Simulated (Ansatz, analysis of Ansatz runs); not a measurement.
## Interstitial H in bcc Ta, hop from a tetrahedral to the next tetrahedral site: migration barrier against experiment

How near does this set-up come to the measured migration barrier? Subject: interstitial H in bcc Ta, hop from a tetrahedral to the next tetrahedral site. Set-up: PBE, 32-site cell, PBE lattice, 420 eV, k: 4x4x4 Gamma-centred, Fermi-Dirac 0.05 eV. The model is a cell of 32 host atoms with 1 H put in. The barrier is the energy of the highest image of a climbing band over the relaxed site that the atom leaves. This set-up takes another sampling or smearing than the usual one for this cell.

Measured beforehand: Migration barrier: 0.152 eV, by Gorsky effect, pulsed-field-gradient NMR, Mössbauer motional narrowing (T > 250 K); average of cited values (quoted in “Explainable Machine Learning for Hydrogen Diffusion in Metals and Random Binary Alloys”, 2023, G. M. Lu et al., quoting earlier work (1976)).

Program: Ansatz 0.2.0. Level of theory: plane-wave PAW DFT, PBE; relaxation of all atoms of a defect supercell. Results are calculated unless marked as measured.

## 1. Starting point

The cell holds 33 atoms: 32 Ta and 1 H. Its edges and angles: a = 9.392 Å, b = 9.392 Å, c = 9.392 Å, α = 60.0°, β = 60.0°, γ = 60.0°. It derives from Ta (space group Im-3m). Nearest the centre at fractional (0.312, 0.438, 0.562): H33 at 0.00 Å, Ta4 at 1.86 Å, Ta14 at 1.86 Å, Ta7 at 1.86 Å, Ta29 at 1.86 Å, Ta22 at 2.99 Å, Ta8 at 2.99 Å, Ta13 at 2.99 Å.

The host's primitive cell comes from a first run (plane-wave PAW DFT, PBE; relaxation of the host's cell and atoms): vectors of 2.876, 2.876 and 2.876 Å. That is 18.31 Å³ an atom, 1.6 % over the diffraction cell's volume. The supercell is built on it.

## 2. Relaxation, charge 0

A barrier counts from a true minimum, so both ends of the jump are relaxed first.

Input file start/input.yaml:

```yaml
relax:
  f_tol: 0.02
  max_steps: 80
  escape_saddle: false
crystal:
  lattice:
    - [0.0, 6.64119614, 6.64119614]
    - [6.64119614, 0.0, 6.64119614]
    - [6.64119614, 6.64119614, 0.0]
  atoms:
    - { symbol: Ta, position: [0.0, 0.0, 0.0] }
    - { symbol: Ta, position: [0.125, 0.125, 0.125] }
    - { symbol: Ta, position: [0.25, 0.25, 0.25] }
    - { symbol: Ta, position: [0.375, 0.375, 0.375] }
    - { symbol: Ta, position: [0.0, 0.0, 0.5] }
    - { symbol: Ta, position: [0.125, 0.125, 0.625] }
    - { symbol: Ta, position: [0.25, 0.25, 0.75] }
    - { symbol: Ta, position: [0.375, 0.375, 0.875] }
    - { symbol: Ta, position: [0.0, 0.5, 0.0] }
    - { symbol: Ta, position: [0.125, 0.625, 0.125] }
    - { symbol: Ta, position: [0.25, 0.75, 0.25] }
    - { symbol: Ta, position: [0.375, 0.875, 0.375] }
    - { symbol: Ta, position: [0.0, 0.5, 0.5] }
    - { symbol: Ta, position: [0.125, 0.625, 0.625] }
    - { symbol: Ta, position: [0.25, 0.75, 0.75] }
    - { symbol: Ta, position: [0.375, 0.875, 0.875] }
    - { symbol: Ta, position: [0.5, 0.0, 0.0] }
    - { symbol: Ta, position: [0.625, 0.125, 0.125] }
    - { symbol: Ta, position: [0.75, 0.25, 0.25] }
    - { symbol: Ta, position: [0.875, 0.375, 0.375] }
    - { symbol: Ta, position: [0.5, 0.0, 0.5] }
    - { symbol: Ta, position: [0.625, 0.125, 0.625] }
    - { symbol: Ta, position: [0.75, 0.25, 0.75] }
    - { symbol: Ta, position: [0.875, 0.375, 0.875] }
    - { symbol: Ta, position: [0.5, 0.5, 0.0] }
    - { symbol: Ta, position: [0.625, 0.625, 0.125] }
    - { symbol: Ta, position: [0.75, 0.75, 0.25] }
    - { symbol: Ta, position: [0.875, 0.875, 0.375] }
    - { symbol: Ta, position: [0.5, 0.5, 0.5] }
    - { symbol: Ta, position: [0.625, 0.625, 0.625] }
    - { symbol: Ta, position: [0.75, 0.75, 0.75] }
    - { symbol: Ta, position: [0.875, 0.875, 0.875] }
    - { symbol: H, position: [0.3125, 0.4375, 0.5625] }
basis:
  ecutwfc: 420
  xc_grid: 2
hamiltonian:
  xc: pbe
kpoints:
  mp_grid: { grid: [4, 4, 4] }
scf:
  occupations: { method: fermi_dirac, width: 0.05 }
  max_iter: 120
output:
  forces: true
checkpoint:
  write: "../start.run"
  compress: false
  write_wavefunctions: true
  write_every: 100000
```

On the command line:

```
ansatz run input.yaml --threads 4 --pin off --max-ram 14131MiB --backend cpu --events-out ev --progress --plain --runs-dir out
```

Numbers of over 12 decimals in the logs are rounded to 6 here.

What it wrote:

```text
[... repeated set-up lines and file paths are left out, and long positions are rounded to six places ...]
Engine: ansatz 0.2.0, aarch64-unknown-linux-gnu
Pseudopotentials: kind: paw
Pseudopotential: Ta, paw, valence charge 13, recommended cutoff 420 eV (normal), Ta.paw.azcp
Pseudopotential: H, paw, valence charge 1, recommended cutoff 420 eV (normal), H.paw.azcp
Functional definition: PBE
  parameter kappa = 0.804
  parameter beta = 0.066725
  exchange = pbe_x(kappa = kappa, mu = beta*pi^2/3)
  correlation = pbe_c(beta = beta)
Crystal: 33 atoms, lattice volume = 585.826 Å³
Basis set: ecut = 420 eV, 11575 PW (Γ), exchange–correlation on 128×128×128 points (8 copies of the dense FFT grid, shifted against one another)
Bands: 251, of which v1, the nominal top of the filled ones, is band 209 counted from 1 (208 counted from 0)
Symmetry: 8 space group operations
Space group: I-42m (ITA 121), of the structure as read, at distance tolerance 8.4e-5 Å
k-points: 13 of 64 (time reversal used)
Non-local potential: Ta, projectors of the file, l = 0: 3, l = 1: 2, l = 2: 2, l = 3: 1
Non-local potential: H, projectors of the file, l = 0: 2, l = 1: 1
PAW form: soft (Blöchl's): semilocal exchange-correlation on the pseudo side does not see the compensation charge
PAW one-centre angular grid: Ta, 590 points (default); XC on 64 Gauss nodes
PAW one-centre angular grid: H, 110 points (default); XC on 64 Gauss nodes
Initial density: superposition of atomic densities (neutral atoms: chi_scale 0, normalization atom), corrected by the library's trained network
Initial wavefunctions: pseudopotential atomic-orbital guess
Functional: x = pbe(κ = 0.804, μ = 0.219515), c = pbe(β = 0.066725)
SCF iter   1: F=—  HF=-317848.325018 eV  |F-HF|=—  |Δ(HF+E_count)|=         —  Δρ=2.86e-3  dr2=1.34e-1  ethr=1.77e-3  ⟨swp⟩=6.7  Hψ=12901  notcnv=0  defer=160
preconditioner: auto → Kerker (q_TF=auto, 2.578 Å⁻¹)  [metal: Δε(μ)=0.017 eV  Ē_g=4.170 eV  σ=0.050 eV  W_gap=0.09  n_scr=168 (ndim 8)  ℏωp=19.5 eV  f_vac=0.000  D(μ)=36.21/eV (n_scr^D=338)]
SCF iter   2: F=—  HF=-317848.312998 eV  |F-HF|=—  |Δ(HF+E_count)|=   1.20e-2  Δρ=1.49e-3  dr2=1.18e-2  ethr=3.21e-5  ⟨swp⟩=2.0  Hψ=4242  notcnv=0  defer=249
SCF iter   3: F=—  HF=-317848.314355 eV  |F-HF|=—  |Δ(HF+E_count)|=   1.36e-3  Δρ=6.18e-4  dr2=2.52e-3  ethr=2.82e-6  ⟨swp⟩=2.0  Hψ=3397  notcnv=0  defer=249
SCF iter   4: F=—  HF=-317848.315424 eV  |F-HF|=—  |Δ(HF+E_count)|=   1.07e-3  Δρ=1.08e-4  dr2=1.47e-4  ethr=6.05e-7  ⟨swp⟩=2.0  Hψ=3858  notcnv=0  defer=249
iter 5 did not close the SCF: its close was put off for the readings that it lacked (scf_convergence_deferred on its scf_iter line)
SCF iter   5: F=-317848.315413 eV  HF=-317848.315414 eV  |F-HF|=1.45e-6  |Δ(HF+E_count)|=   9.90e-6  Δρ=4.04e-5  dr2=7.19e-6  ethr=3.52e-8  ⟨swp⟩=2.0  Hψ=4034  notcnv=0  defer=249
SCF iter   6: F=-317848.315416 eV  HF=-317848.315416 eV  |F-HF|=6.68e-7  |Δ(HF+E_count)|=   2.12e-6  Δρ=8.31e-6  dr2=8.60e-7  ethr=1.72e-9  ⟨swp⟩=2.0  Hψ=9959  notcnv=0
SCF 1 converged in 6 iterations: F = -317848.315416 eV  dr2 = 8.60e-7
  greatest PAW one-centre occupation: 0.999 electrons in one spin orbital (limit 2), on the Ta atom at site 13 (counted from 0), in its partial waves of l = 0
relax step   1: F+E_penalty+E_count = -317848.31541559 eV  Δ(F+E_penalty+E_count) = +0.000e0 eV  max|allowed force component| = 1.028e0 eV/Å  Δτ_max = 0.0000 Å  (6 SCF iters, dr2 threshold 1.00e-5 eV, accepted)
[... the SCF cycles and remarks between the steps are left out from here to the last step ...]
relax step   2: F+E_penalty+E_count = -317848.21301437 eV  Δ(F+E_penalty+E_count) = +1.024e-1 eV  max|allowed force component| = 9.988e-1 eV/Å  Δτ_max = 0.1469 Å  (6 SCF iters, dr2 threshold 6.61e-5 eV, rejected (line search))
relax step   3: F+E_penalty+E_count = -317848.46877297 eV  Δ(F+E_penalty+E_count) = -1.534e-1 eV  max|allowed force component| = 7.394e-2 eV/Å  Δτ_max = 0.0595 Å  (8 SCF iters, accepted)
relax step   4: F+E_penalty+E_count = -317848.46994460 eV  Δ(F+E_penalty+E_count) = -1.172e-3 eV  max|allowed force component| = 3.872e-2 eV/Å  Δτ_max = 0.0126 Å  (6 SCF iters, accepted)
SCF iter   1: F=—  HF=-317848.471067 eV  |F-HF|=—  |Δ(HF+E_count)|=         —  Δρ=4.92e-4  dr2=3.45e-3  ethr=1.30e-5  ⟨swp⟩=4.3  Hψ=6572  notcnv=0  defer=282
SCF iter   2: F=—  HF=-317848.470824 eV  |F-HF|=—  |Δ(HF+E_count)|=   2.43e-4  Δρ=2.55e-4  dr2=3.80e-4  ethr=8.28e-7  ⟨swp⟩=1.1  Hψ=3758  notcnv=0  defer=282
SCF iter   3: F=—  HF=-317848.470789 eV  |F-HF|=—  |Δ(HF+E_count)|=   3.44e-5  Δρ=1.04e-4  dr2=6.44e-5  ethr=9.10e-8  ⟨swp⟩=2.0  Hψ=3549  notcnv=0  defer=282
SCF iter   4: F=—  HF=-317848.471728 eV  |F-HF|=—  |Δ(HF+E_count)|=   9.39e-4  Δρ=2.16e-5  dr2=6.83e-6  ethr=1.54e-8  ⟨swp⟩=2.0  Hψ=3970  notcnv=0  defer=282
SCF iter   5: F=—  HF=-317848.471727 eV  |F-HF|=—  |Δ(HF+E_count)|=   6.97e-7  Δρ=6.88e-6  dr2=1.66e-7  ethr=1.64e-9  ⟨swp⟩=2.0  Hψ=4036  notcnv=0  defer=282
SCF iter   6: F=-317848.471727 eV  HF=-317848.471727 eV  |F-HF|=1.31e-8  |Δ(HF+E_count)|=   1.22e-9  Δρ=1.09e-6  dr2=1.59e-8  ethr=2.40e-11  ⟨swp⟩=4.8  Hψ=10131  notcnv=0
SCF 5 converged in 6 iterations: F = -317848.471727 eV  dr2 = 1.59e-8
relax step   5: F+E_penalty+E_count = -317848.47172742 eV  Δ(F+E_penalty+E_count) = -1.783e-3 eV  max|allowed force component| = 2.059e-3 eV/Å  Δτ_max = 0.0062 Å  (6 SCF iters, accepted)
NSCF: frozen V_eff on 13 k-points
the band table was solved once a step of the walk had ended and its energy, with any forces and stress, was formed, with the checks that follow a solve (12587 applications of the Hamiltonian). They found nothing against the state; [...]
SCF converged after 6 iterations
Free energy (F): -317848.471727 eV
Harris-Foulkes:  -317848.471727 eV  (|F-HF|=1.31e-8)
Internal energy: -317848.161019 eV  (E = F + TS)
E sigma→0 (E₀):  -317848.316373 eV
Entropy (-TS):   -0.310709 eV (-9.415 meV/atom)
Fermi energy:    18.322996 eV
--- Per-component energies (eV) ---
  E_band       = -3435.495878
  E_kinetic    = 11717.815452
  E_local      = -17786.392952  (includes V_loc(G=0)·N_el)
  E_nonlocal   = 472.438795
  E_hartree    = 6157.582267
  E_xc         = -6998.221811
  E_vxc        = -6539.207326  (∫ρ·V_xc dr)
  E_paw        = -268692.069020  (= ΣΔE_a)
  E_vpaw       = -3615.317367  (= ΣTr[D̂ρ^β])
  E_aug_tail   = 0.003064  (compensation charges beyond the density's cutoff)
  E_ewald      = -42719.316814
  E_smearing   = -0.310709  (= −TS)
  E_closure    = 0.000000  (closes the sum)
  Σ components = -317848.471727   (vs F -317848.471727, Δ=0.00e0)
--- Forces (eV/Å), atoms counted from 1 ---
  atom   1  Ta     0.00000000    -0.00086875    -0.00086725
  atom   2  Ta     0.00017940     0.00034368     0.00013008
  atom   3  Ta     0.00013008    -0.00034368    -0.00017940
  atom   4  Ta    -0.00205920     0.00094693     0.00000000
  atom   5  Ta    -0.00013008    -0.00034368     0.00017940
  atom   6  Ta    -0.00040319    -0.00010901    -0.00034282
  atom   7  Ta    -0.00000000    -0.00094693    -0.00205920
  atom   8  Ta    -0.00014492     0.00065161    -0.00000000
  atom   9  Ta     0.00034282     0.00010901    -0.00040319
  atom  10  Ta    -0.00052631    -0.00024809    -0.00000000
  atom  11  Ta     0.00000000    -0.00065161    -0.00014492
  atom  12  Ta     0.00040319    -0.00010901     0.00034282
  atom  13  Ta    -0.00000000    -0.00065161     0.00014492
  atom  14  Ta     0.00205920     0.00094693     0.00000000
  atom  15  Ta     0.00034282     0.00010901     0.00040319
  atom  16  Ta    -0.00017940     0.00034368     0.00013008
  atom  17  Ta    -0.00000000     0.00024809    -0.00052631
  atom  18  Ta    -0.00086725     0.00086875    -0.00000000
  atom  19  Ta    -0.00034282     0.00010901     0.00040319
  atom  20  Ta    -0.00017940     0.00034368    -0.00013008
  atom  21  Ta    -0.00034282     0.00010901    -0.00040319
  atom  22  Ta     0.00014492     0.00065161     0.00000000
  atom  23  Ta    -0.00000000     0.00024809     0.00052631
  atom  24  Ta     0.00040319    -0.00010901    -0.00034282
  atom  25  Ta     0.00013008    -0.00034368     0.00017940
  atom  26  Ta    -0.00040319    -0.00010901     0.00034282
  atom  27  Ta     0.00000000    -0.00086875     0.00086725
  atom  28  Ta     0.00052631    -0.00024809    -0.00000000
  atom  29  Ta    -0.00000000    -0.00094693     0.00205920
  atom  30  Ta     0.00017940     0.00034368    -0.00013008
  atom  31  Ta    -0.00013008    -0.00034368    -0.00017940
  atom  32  Ta     0.00086725     0.00086875     0.00000000
  atom  33  H      0.00000000     0.00000000     0.00000000
  max |Σ_I F_I| component: 1.19e-17 eV/Å
--- Band table (eV; the first three rows and the last of 13) ---
  k-point 0: bands = ["-48.8020", "-48.7585", "-48.7585", "-48.7490", [... 243 left out ...] "22.2978", "22.3104", "22.3323", "22.3452"]
  k-point 1: bands = ["-48.7974", "-48.7648", "-48.7585", "-48.7517", [... 243 left out ...] "22.0773", "22.1169", "22.1422", "22.1552"]
  [... further k-points left out ...]
--- Relaxed structure (5 steps of the walk, 4 accepted, 0 SCFs on fresh bases) ---
  F+E_penalty+E_count = -317848.47172742 eV   max|allowed force component| = 2.059e-3 eV/Å
  atoms:
    - { symbol: Ta, position: [1.978137760447062e-5, 2.898777620277117e-5, -2.8987776202771127e-5] }
    - { symbol: Ta, position: [0.124142, 0.124016, 0.126386] }
    - { symbol: Ta, position: [0.250456, 0.249142, 0.249016] }
    - { symbol: Ta, position: [0.376618, 0.373382, 0.368171] }
    - { symbol: Ta, position: [-0.000984, 0.001386, 0.500456] }
    - { symbol: Ta, position: [0.124694, 0.124870, 0.625601] }
    - { symbol: Ta, position: [0.248382, 0.243171, 0.756829] }
    - { symbol: Ta, position: [0.375895, 0.374105, 0.876432] }
    - { symbol: Ta, position: [-0.000130, 0.500601, -0.000164] }
    - { symbol: Ta, position: [0.124878, 0.625122, 0.124549] }
    - { symbol: Ta, position: [0.249105, 0.751432, 0.248568] }
    - { symbol: Ta, position: [0.375601, 0.874836, 0.374694] }
    - { symbol: Ta, position: [-0.001432, 0.500895, 0.499105] }
    - { symbol: Ta, position: [0.118171, 0.631829, 0.626618] }
    - { symbol: Ta, position: [0.249399, 0.750130, 0.750306] }
    - { symbol: Ta, position: [0.374544, 0.873614, 0.875984] }
    - { symbol: Ta, position: [0.500122, -0.000451, 0.000451] }
    - { symbol: Ta, position: [0.624980, 0.125020, 0.125029] }
    - { symbol: Ta, position: [0.749836, 0.249694, 0.249870] }
    - { symbol: Ta, position: [0.876386, 0.375456, 0.374142] }
    - { symbol: Ta, position: [0.500306, 0.000164, 0.499399] }
    - { symbol: Ta, position: [0.626432, 0.123568, 0.625895] }
    - { symbol: Ta, position: [0.750451, 0.249878, 0.750122] }
    - { symbol: Ta, position: [0.875164, 0.374399, 0.875130] }
    - { symbol: Ta, position: [0.500858, 0.499544, -0.001386] }
    - { symbol: Ta, position: [0.625130, 0.625306, 0.125164] }
    - { symbol: Ta, position: [0.749971, 0.749980, 0.250020] }
    - { symbol: Ta, position: [0.874549, 0.875451, 0.374878] }
    - { symbol: Ta, position: [0.506829, 0.501618, 0.498382] }
    - { symbol: Ta, position: [0.625984, 0.625858, 0.624544] }
    - { symbol: Ta, position: [0.748614, 0.750984, 0.750858] }
    - { symbol: Ta, position: [0.875029, 0.874971, 0.874980] }
    - { symbol: H, position: [0.3125, 0.437500, 0.5625] }
```

It took 5.6 min on 4 threads of Arm Neoverse V1, shared host; peak memory 4.1 GiB.

Step by step:

| step | energy less that of the first step (eV) | largest force component (eV/Å) |
| --- | --- | --- |
| 1 | 0.0000 | 1.0285 |
| 2 | 0.1024 | 0.9988 |
| 3 | -0.1534 | 0.0739 |
| 4 | -0.1545 | 0.0387 |
| 5 | -0.1563 | 0.0021 |

Relaxation step 2 was tried and not accepted.

Forces are held to the 8 operations that the run works with; a distortion that breaks them can't arise in this run.

The atoms that moved most (Å):

| atom | dx | dy | dz | length |
| --- | --- | --- | --- | --- |
| Ta7 | 0.000 | 0.035 | -0.056 | 0.066 |
| Ta29 | 0.000 | 0.035 | 0.056 | 0.066 |
| Ta4 | -0.056 | -0.035 | 0.000 | 0.066 |
| Ta14 | 0.056 | -0.035 | 0.000 | 0.066 |
| Ta8 | 0.004 | 0.015 | 0.000 | 0.016 |
| Ta13 | 0.000 | -0.015 | -0.004 | 0.016 |
| Ta22 | -0.004 | 0.015 | 0.000 | 0.016 |
| Ta11 | 0.000 | -0.015 | 0.004 | 0.016 |

Neighbours of H33 at the end:

| atom | distance (Å) |
| --- | --- |
| Ta14 | 1.922 |
| Ta29 | 1.922 |
| Ta4 | 1.922 |
| Ta7 | 1.922 |
| Ta11 | 3.008 |
| Ta8 | 3.008 |
| Ta13 | 3.008 |
| Ta22 | 3.008 |

Numbers from this step:

* free energy: -317848.4717 eV
* smearing term TS: 0.3107 eV

The other runs of this kind differ in structure, charge or spin alone:

| run | outcome | energy less the first (eV) | moment (μB) | time |
| --- | --- | --- | --- | --- |
| relaxation, charge 0 | converged | 0.0000 | 0.00 | 5.6 min |
| relaxation, charge 0 | converged | 0.0000 | 0.00 | 5.6 min |

The relaxation ends 4.7 meV an atom lower, with a largest force component of 0.0021 eV/Å.

(Part 1 of 2 ends here.)

[Logs are printed without paths, hosts, clocks, repeated set-up lines and the standing remarks that a program may print on its own settings, such as how far it seeks lower states.]

[Hosts, paths, dates, database ids (printed as entryN), source tags and the programs' standing remarks are cut or masked in the printed files.]

[For some hosts the program warned that the k-mesh of the response run may be too coarse for force constants and the static dielectric constant; such warnings are not shown here.]
